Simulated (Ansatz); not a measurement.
Rows from a G0W0 calculation on CaHBr (layers cut from the bulk crystal) (Ansatz 0.2.0; G0W0 on PBEsol, plane waves, PAW; 4×4×1 mesh, 91 empty bands, screening to 19.5 eV), in eV. Spin-orbit coupling is left out.

```tsv
row	k	band	start	Σx	Σc at the solution	Vxc
A	Γ	c1	-2.696	-6.703	-3.498	-12.458
B	Γ	v2	-7.283	-17.704	2.538	-14.134
C	Γ	v1	-6.772	-14.473	2.044	-11.706
D	Γ	c2	-1.962	-5.944	-3.015	-10.606
```

Work out each quasiparticle level and how far it moved.

The quasiparticle equation reads E = start + Σx + Σc(E) − Vxc.

```tsv
row	E (eV)	shift (eV)
A	-0.439	+2.257
B	-8.315	−1.032
C	-7.495	−0.723
D	-0.315	+1.647
```

The gap over the computed points goes from 4.08 eV to 7.06 eV.

Limits: not at the basis limit; coarse mesh for a sheet; no spin-orbit coupling.

[Paths, hosts, dates, memory and timing lines, banners, echoed tables and standing remarks are left out of the program output.]

[Logs are printed without paths, hosts, clocks, repeated set-up lines and the standing remarks that a program may print on its own settings, such as how far it seeks lower states.]

[Runs of the session that timed out or met a known fault of the program may be left out.]

[Cells called generated may have been cut or substituted from an entry of the Crystallography Open Database or the Materials Project.]

[Hosts, paths, dates, database ids (printed as entryN), source tags and the programs' standing remarks are cut or masked in the printed files.]
